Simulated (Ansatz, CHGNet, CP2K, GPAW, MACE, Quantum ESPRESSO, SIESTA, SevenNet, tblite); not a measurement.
# tblite on Σ7 (111) twist boundary in a MgS-YS solid solution (84 atoms): settings against a plane-wave reference

Aim: run Σ7 (111) twist boundary in a MgS-YS solid solution (84 atoms) in tblite and see how near its forces come to a plane-wave reference, and at what cost.

Calculated with tblite 0.8.0; the method is named at each step.

### 1. The structure

The cell holds 84 atoms: 38 Mg, 42 S and 4 Y. Its edges and angles: a = 9.782 Å, b = 9.782 Å, c = 19.373 Å, α = 90.0°, β = 90.0°, γ = 120.0°. Rock-salt MgS lattice (a = 5.2289 Å, the value set for the mixture); two grains turned against each other by 38.21 deg about [111]; 1 x 1 coincidence cells, 1 lattice periods a grain, two boundaries a cell, upper grain shifted by [0, 0] of the boundary cell and opened by 0.63 Å, no atom removed; 4 of 42 Mg sites given to Y at random (lattice constant by Vegard's rule between MgS and YS); not relaxed, displaced by a Gaussian of 0.02 Å. Then every atom was moved at random, 0.05 Å r.m.s. a Cartesian component. Regions: lower grain, 42 atoms (20 Mg, 21 S and 1 Y); upper grain, 42 atoms (18 Mg, 21 S and 3 Y). The structure's axis is c.

The yardstick, on the same geometry:

| Property | Result |
| --- | --- |
| method | Kohn-Sham DFT, PBE, PAW, plane waves (Ansatz 0.2.0); cutoff 420 eV, Γ point, fermi-dirac smearing of 0.05 eV; PAW set soft_2 |
| r.m.s. force component | 0.7989 eV/Å |
| longest force | 6.331 eV/Å |
| pressure | 3.067 GPa |
| SCF cycles | 14 |
| time | 26 s on 4 threads of Intel Xeon Platinum 8259CL at 2.50GHz (Skylake/Cascade Lake), shared host |
| CPU time | 94 s |

### 2. GFN1-xTB

Method: GFN1-xTB tight binding, diagonalisation.

The input, run.py:

```python
import numpy as np
from ase.io import read
from tblite.ase import TBLite

atoms = read("structure.xyz")
atoms.calc = TBLite(method="GFN1-xTB", electronic_temperature=580, accuracy=1.0, max_iterations=250, mixer_damping=0.1, verbosity=1)
energy = atoms.get_potential_energy()
forces = atoms.get_forces()
print(f"energy {energy:.6f} eV")
print("forces (eV/A)")
for i, (a, f) in enumerate(zip(atoms, forces)):
    print(f"{i:4d} {a.symbol:2s} {f[0]:10.5f} {f[1]:10.5f} {f[2]:10.5f}")
stress = -atoms.get_stress(voigt=False) * 160.21766
print("stress (GPa, compression positive)")
for row in stress:
    print(" ".join(f"{x:10.4f}" for x in row))
print("charges (e)")
print(np.array2string(atoms.get_charges(), precision=4, suppress_small=True, max_line_width=110, threshold=100000))
```

The input, structure.xyz:

```xyz
84
Lattice="9.78238 0.00000 0.00000 -4.89119 8.47179 0.00000 0.00000 0.00000 19.37344" Properties=species:S:1:pos:R:3 pbc="T T T"
Mg 5.64248 4.80384 0.02751
S -2.10590 5.23260 1.61265
Mg 6.29682 1.12844 0.02635
S 8.37739 1.67462 1.53205
Mg 7.05447 3.20251 3.10401
S -0.79394 3.57781 4.45977
Mg 8.49169 1.58694 6.09217
S 0.72991 1.99316 7.55932
Mg 2.13359 6.06318 19.35000
S 4.22677 6.41535 1.55859
Mg 2.76010 8.09801 2.98254
S -4.87270 8.45163 4.57601
Mg 2.74909 2.49130 0.01589
S 4.74445 2.83144 1.50222
Mg 3.41488 4.43862 3.04550
S 5.66033 4.91050 4.61611
Mg 4.13418 6.43576 6.02185
S -3.49784 6.85037 7.48144
Y 4.20975 0.76043 3.14799
S 6.31399 1.10548 4.47720
Mg 4.90420 2.86228 5.99337
S 6.91644 3.22131 7.55351
Mg -1.37134 7.30870 0.02557
S 0.64172 7.61868 1.53941
Mg -0.63135 3.63304 19.30835
S 1.34664 4.00462 1.46386
Mg 0.03688 5.68847 2.91609
S 2.13828 6.16399 4.48146
Mg 0.67978 7.66223 6.13208
S 2.71755 8.04651 7.47931
Mg 9.76624 0.01254 19.35135
S 2.09377 0.39453 1.47161
Mg 0.72531 2.03535 2.97595
S 2.82911 2.49401 4.50006
Mg 1.50927 4.09569 6.15940
S 3.36308 4.37331 7.51321
Mg 2.13266 0.45121 6.16056
S 4.11457 0.77822 7.62887
Mg -3.39674 6.90332 2.95619
S -1.42583 7.23398 4.50200
Mg -2.19101 5.31054 6.01352
S 0.04016 5.55809 7.51166
Mg 1.32869 7.35665 9.61756
S 7.61612 0.41249 11.34257
Mg 4.19464 4.85239 9.63538
S 5.52122 6.36359 11.16588
Mg 3.47524 6.86681 12.80914
S 9.74428 0.03092 14.20170
Mg 7.07124 2.41878 9.66463
S -1.38827 4.04350 11.18622
Mg 6.29653 4.41787 12.74017
S -2.01713 6.06089 14.13021
Mg 5.62091 6.46338 15.75254
S -2.85694 8.04041 17.14414
Mg -2.13168 6.01412 9.68052
S -0.56586 7.53659 11.23330
[... 24 atom lines left out ...]
Mg -1.29753 4.07103 15.71825
S -0.04079 5.61493 17.24992
Mg 1.41189 1.53204 15.75061
S 2.91681 3.23775 17.28246
```

The run is started by

```console
OMP_NUM_THREADS=1 python run.py > output.txt
```

What it wrote:

```text
------------------------------------------------------------
  cycle        total energy    energy error   density error
------------------------------------------------------------
      1     -185.5791096454  -1.8520455E+02   9.3405975E-01
      2     -187.9954420167  -2.4163324E+00   7.6398709E-01
      3     -224.3729292921  -3.6377487E+01   1.1355133E+00
      4     -219.2067677196   5.1661616E+00   1.0373701E+00
      5     -215.8612493407   3.3455184E+00   1.0570449E+00
      6     -218.5164752532  -2.6552259E+00   1.0183370E+00
      7     -182.4957203676   3.6020755E+01   8.1498372E-01
      8     -193.9237493003  -1.1428029E+01   4.9143741E-01
      9     -190.2628670076   3.6608823E+00   2.5770941E-01
     10     -190.1426424895   1.2022452E-01   2.4324605E-01
     11     -190.2043022312  -6.1659742E-02   2.1647644E-01
     12     -190.3387958738  -1.3449364E-01   1.9329975E-01
     13     -190.5007687673  -1.6197289E-01   1.5966414E-01
     14     -190.5348637826  -3.4095015E-02   1.5001767E-01
     15     -190.6093897784  -7.4525996E-02   1.3388530E-01
     16     -190.6422496548  -3.2859876E-02   1.2864941E-01
     17     -190.7240416602  -8.1792005E-02   1.1619196E-01
     18     -190.7923879182  -6.8346258E-02   1.0455401E-01
     19     -190.8083821254  -1.5994207E-02   1.0165530E-01
     20     -190.9457854482  -1.3740332E-01   7.4971952E-02
     21     -190.9350525339   1.0732914E-02   7.8037692E-02
     22     -191.0421233347  -1.0707080E-01   4.8475807E-02
     23     -191.0429190609  -7.9572615E-04   4.7923658E-02
     24     -191.0460072195  -3.0881587E-03   4.5276506E-02
[...]
46     -191.1034442110  -3.1265811E-05   9.7554095E-04
     47     -191.1034620245  -1.7813554E-05   6.8912249E-04
     48     -191.1034768584  -1.4833819E-05   3.0850501E-04
     49     -191.1034799225  -3.0641822E-06   1.5451698E-04
     50     -191.1034804638  -5.4122552E-07   1.0709166E-04
     51     -191.1034807574  -2.9364861E-07   4.4947527E-05
     52     -191.1034807915  -3.4090050E-08   2.1385126E-05
     53     -191.1034807994  -7.8796347E-09   1.0646290E-05
------------------------------------------------------------
 total:                                  35.790 sec
energy -5200.190587 eV
forces (eV/A)
   0 Mg   -0.02761   -0.03528    0.31260
   1 S     0.06834    0.03569   -1.04421
   2 Mg   -0.08993    0.26212    0.40008
   3 S    -0.23134   -0.41226   -0.82922
   4 Mg   -0.32695    0.09777    0.08885
   5 S     0.61139    0.16283    0.22702
   6 Mg   -0.17135    0.15323    0.21384
   7 S     0.01520    0.11649    0.73139
   8 Mg    0.05531   -0.03967   -0.35169
   9 S    -0.07016    0.13595   -0.69312
  10 Mg    0.30367   -0.08541    0.41566
  11 S     0.15585    0.23008   -0.31283
  12 Mg    0.11964   -0.27757    0.79350
  13 S     0.54410   -0.23233   -0.31860
  14 Mg    0.25258    0.20046    0.19825
  15 S    -0.49947   -0.49017   -0.46089
  16 Mg    0.10638    0.06253    0.29014
  17 S     0.14686    0.10888    0.87191
  18 Y    -0.39025    0.33882   -0.45828
  19 S    -0.02115    0.55993    0.29858
  20 Mg    0.12603    0.00479    0.43349
  21 S     0.07019   -0.00218   -0.67546
  22 Mg   -0.24803   -0.24706   -0.44032
  23 S     0.23424    0.28491   -0.83592
[...]
76 Mg   -0.10301   -0.20408   -0.69579
  77 S     0.20200    0.25172    0.27628
  78 Mg   -0.35041   -0.20738    0.34593
  79 S    -0.01398    0.47495   -0.84517
  80 Mg   -0.24837   -0.10515    0.44508
  81 S     0.11880    0.08205    0.64064
  82 Mg    0.11618    0.15939    0.54893
  83 S    -0.46442    0.13042   -1.05578
stress (GPa, compression positive)
    0.7894     0.1262    -0.0629
    0.1262     0.5402     0.5081
   -0.0629     0.5081    -2.9371
charges (e)
[ 0.3817 -0.4202  0.3836 -0.402   0.4432 -0.4462  0.4356 -0.4173  0.3582 -0.4052  0.4437 -0.4497  0.4145
 -0.4413  0.436  -0.4453  0.4433 -0.4191  0.4898 -0.4427  0.4459 -0.4222  0.3716 -0.4056  0.363  -0.4076
  0.4441 -0.4459  0.4563 -0.4187  0.349  -0.4089  0.4304 -0.435   0.4516 -0.4261  0.4629 -0.4643  0.4508
 -0.4465  0.4549 -0.4351  0.3945 -0.4315  0.4076 -0.4108  0.466  -0.4436  0.3967 -0.4104  0.4267 -0.4443
  0.4505 -0.4235  0.3748 -0.4149  0.4289 -0.4496  0.3848 -0.4284  0.4594 -0.4593  0.4676 -0.4159  0.4527
 -0.4442  0.4176 -0.4411  0.4632 -0.4237  0.4829 -0.4553  0.463  -0.4219  0.5189 -0.435   0.3551 -0.4124
  0.4498 -0.4383  0.4618 -0.4396  0.463  -0.447 ]
```

The job ended after 37 s (1 thread of Intel Xeon Platinum 8259CL at 2.50GHz (Skylake/Cascade Lake), shared host; peak memory 0.14 GiB).

Banners, paths, timers and routine set-up lines are dropped from the logs unmarked, and long logs keep their key lines alone; longer cuts are marked.

Numbers from this run, and their distance from the reference:

- r.m.s. force component: 0.6662 eV/Å
- r.m.s. difference of force components: 373.6 meV/Å
- longest difference of force vectors: 2265 meV/Å
- force difference over r.m.s. force: 46.76 %
- slope of forces against the reference's: 0.7383
- correlation of force components: 0.8854
- pressure: -0.5358 GPa
- pressure difference: -3.603 GPa

Length of the force difference by element (eV/Å):

```tsv
element	atoms	mean	most
Mg	38	0.50	0.88
S	42	0.55	1.3
Y	4	1.1	2.3
```

Local excerpt of 9 atoms (numbers count through the whole input) about S38, which bears the longest force; x, y, z are measured from there.

```tsv
atom	x	y	z	distance (Å)	bonds	Mulliken charge (e)	Fx	Fy	Fz (eV/Å)
S38	0.00	0.00	0.00	0.00	4	-0.46	1.87	-1.40	-5.97
Y65	-0.54	0.53	2.06	2.20	4	0.45	-2.53	0.55	4.59
Mg37	-1.98	-0.33	-1.47	2.49	6	0.46	-0.21	-0.23	0.10
Mg29	1.46	-1.59	-1.50	2.62	6	0.46	-0.08	-0.13	0.04
Mg21	0.79	2.08	-1.64	2.76	6	0.45	0.13	0.00	0.43
Mg43	2.11	-1.89	1.99	3.46	4	0.39	0.30	-0.09	-0.48
S8	-3.38	1.21	-0.07	3.60	4	-0.42	0.02	0.12	0.73
S18	-2.72	-2.40	-0.15	3.63	4	-0.42	0.15	0.11	0.87
S36	-0.75	3.60	-0.12	3.67	4	-0.43	1.04	-0.12	0.25
```

Atoms are counted from 1 here, from 0 in the log.

Forces lie 47 % from the reference's, at 0.39 times its CPU time (on 1 against 4 cores).

### 3. What came out

```yaml
force_difference_from_the_reference: tblite GFN1-xTB, 47 %
its_cpu_time: 37 s
```

**Reading.** Tight binding differs by 47 % (tblite GFN1-xTB); it is another model, with fitted parameters of its own, and the xTB methods hold dispersion. One electronic-structure run takes under half the reference's CPU time: tblite GFN1-xTB, at 47 % in 37 s against 94 s; its pressure misses by -3.6 GPa. Periodic xTB results under one method name differ between programs and library versions. The host structure and its lattice constant were typed by rule, without a check against the phase diagram. The reference's pressure of 3.1 GPa belongs to a cell and atoms that aren't relaxed at this level. The electronic-structure runs sample only Γ, in a cell whose shortest periodic width is 8 Å, which is coarse for a cell with partly filled levels.

[Also dropped from logs without a mark: logging warnings of Python, and SIESTA's first energy breakdown and zero terms.]

[Logs are printed without paths, hosts, clocks, repeated set-up lines and the standing remarks that a program may print on its own settings, such as how far it seeks lower states.]

[Hosts, paths, dates, database ids (printed as entryN), source tags and the programs' standing remarks are cut or masked in the printed files.]
